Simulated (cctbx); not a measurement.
**Symmetry from intensities**

Cell: a = 11.2210 Å, b = 11.2210 Å, c = 11.2210 Å, α = 90.00°, β = 90.00°, γ = 90.00°. Expected content of the cell: Ga24 Zn12 Be80.

The data are simulated with cctbx, not measured: synchrotron X-rays, λ = 0.6889 Å, to d = 0.7 Å, 80 % of the full sphere, strongest reflection 40000 counts, noise from counting, a 1.5 % proportional error and a noise floor of 8 counts (s.d.); no absorption.

Tests on the unmerged data give:

```text
13640 reflections to d = 0.701 A
centring   violations  <I/sigma> of those
    A          1 of  6789      0.0
    B          1 of  6770      0.0
    C          0 of  6827      0.0
    I       1335 of  6806      4.4
    R       1866 of  9109      4.8
    F          1 of 10193      0.0
Laue class    unique    Rint  (classes that these axes allow; Friedel mates merged)
F m m m           614   0.021
F m -3            211   0.023
F m -3 m          144   0.024
space group    extra absences  I>4sigma  <I/sigma>
F 4 3 2                 0          0         -  acentric
F -4 3 m                0          0         -  acentric
F m -3 m                0          0         -  centric
Wilson B = 1.39 A^2   <|E^2-1|> = 0.696 (0.968 centric, 0.736 acentric)   E^2>4: 0.0 %
shell (A)         n   <I/sigma>
 6.48 - 1.40     26    110.9
 1.40 - 1.11     20     99.3
 1.11 - 0.97     18    113.6
 0.97 - 0.88     15    109.1
 0.88 - 0.82     19     71.6
 0.82 - 0.77     15     71.8
 0.77 - 0.73     15     74.6
 0.73 - 0.70     16     66.5
```

Q: Read the symmetry from these tables.

The reflections that A, B, C and F centring forbids are absent (⟨I/σ⟩ near 0), so the lattice is F. F holds A, B and C together.

Rint stays low (0.021 to 0.024) up to F m -3 m, the highest class in these axes.

3 settings pass the absence test. No glide or screw absences show, which leaves F 4 3 2, F -4 3 m and F m -3 m.

⟨|E²−1|⟩ = 0.696 leans to a non-centrosymmetric structure. Here that hint misleads: the statistic assumes many like atoms on general positions, and few, heavy or special-position atoms break it. The Wilson B of 1.39 Å² means U ≈ 0.0176 Å².

The true group is Fm-3m (no. 225), Laue class m-3m, centrosymmetric. The tables only narrow the choice to the tied entries; cell content, site symmetry and trial solutions must settle it.

This is a model crystal, built by substitution and not relaxed, with assumed displacement parameters.

[Logs are printed without paths, hosts, clocks, repeated set-up lines and the standing remarks that a program may print on its own settings, such as how far it seeks lower states.]
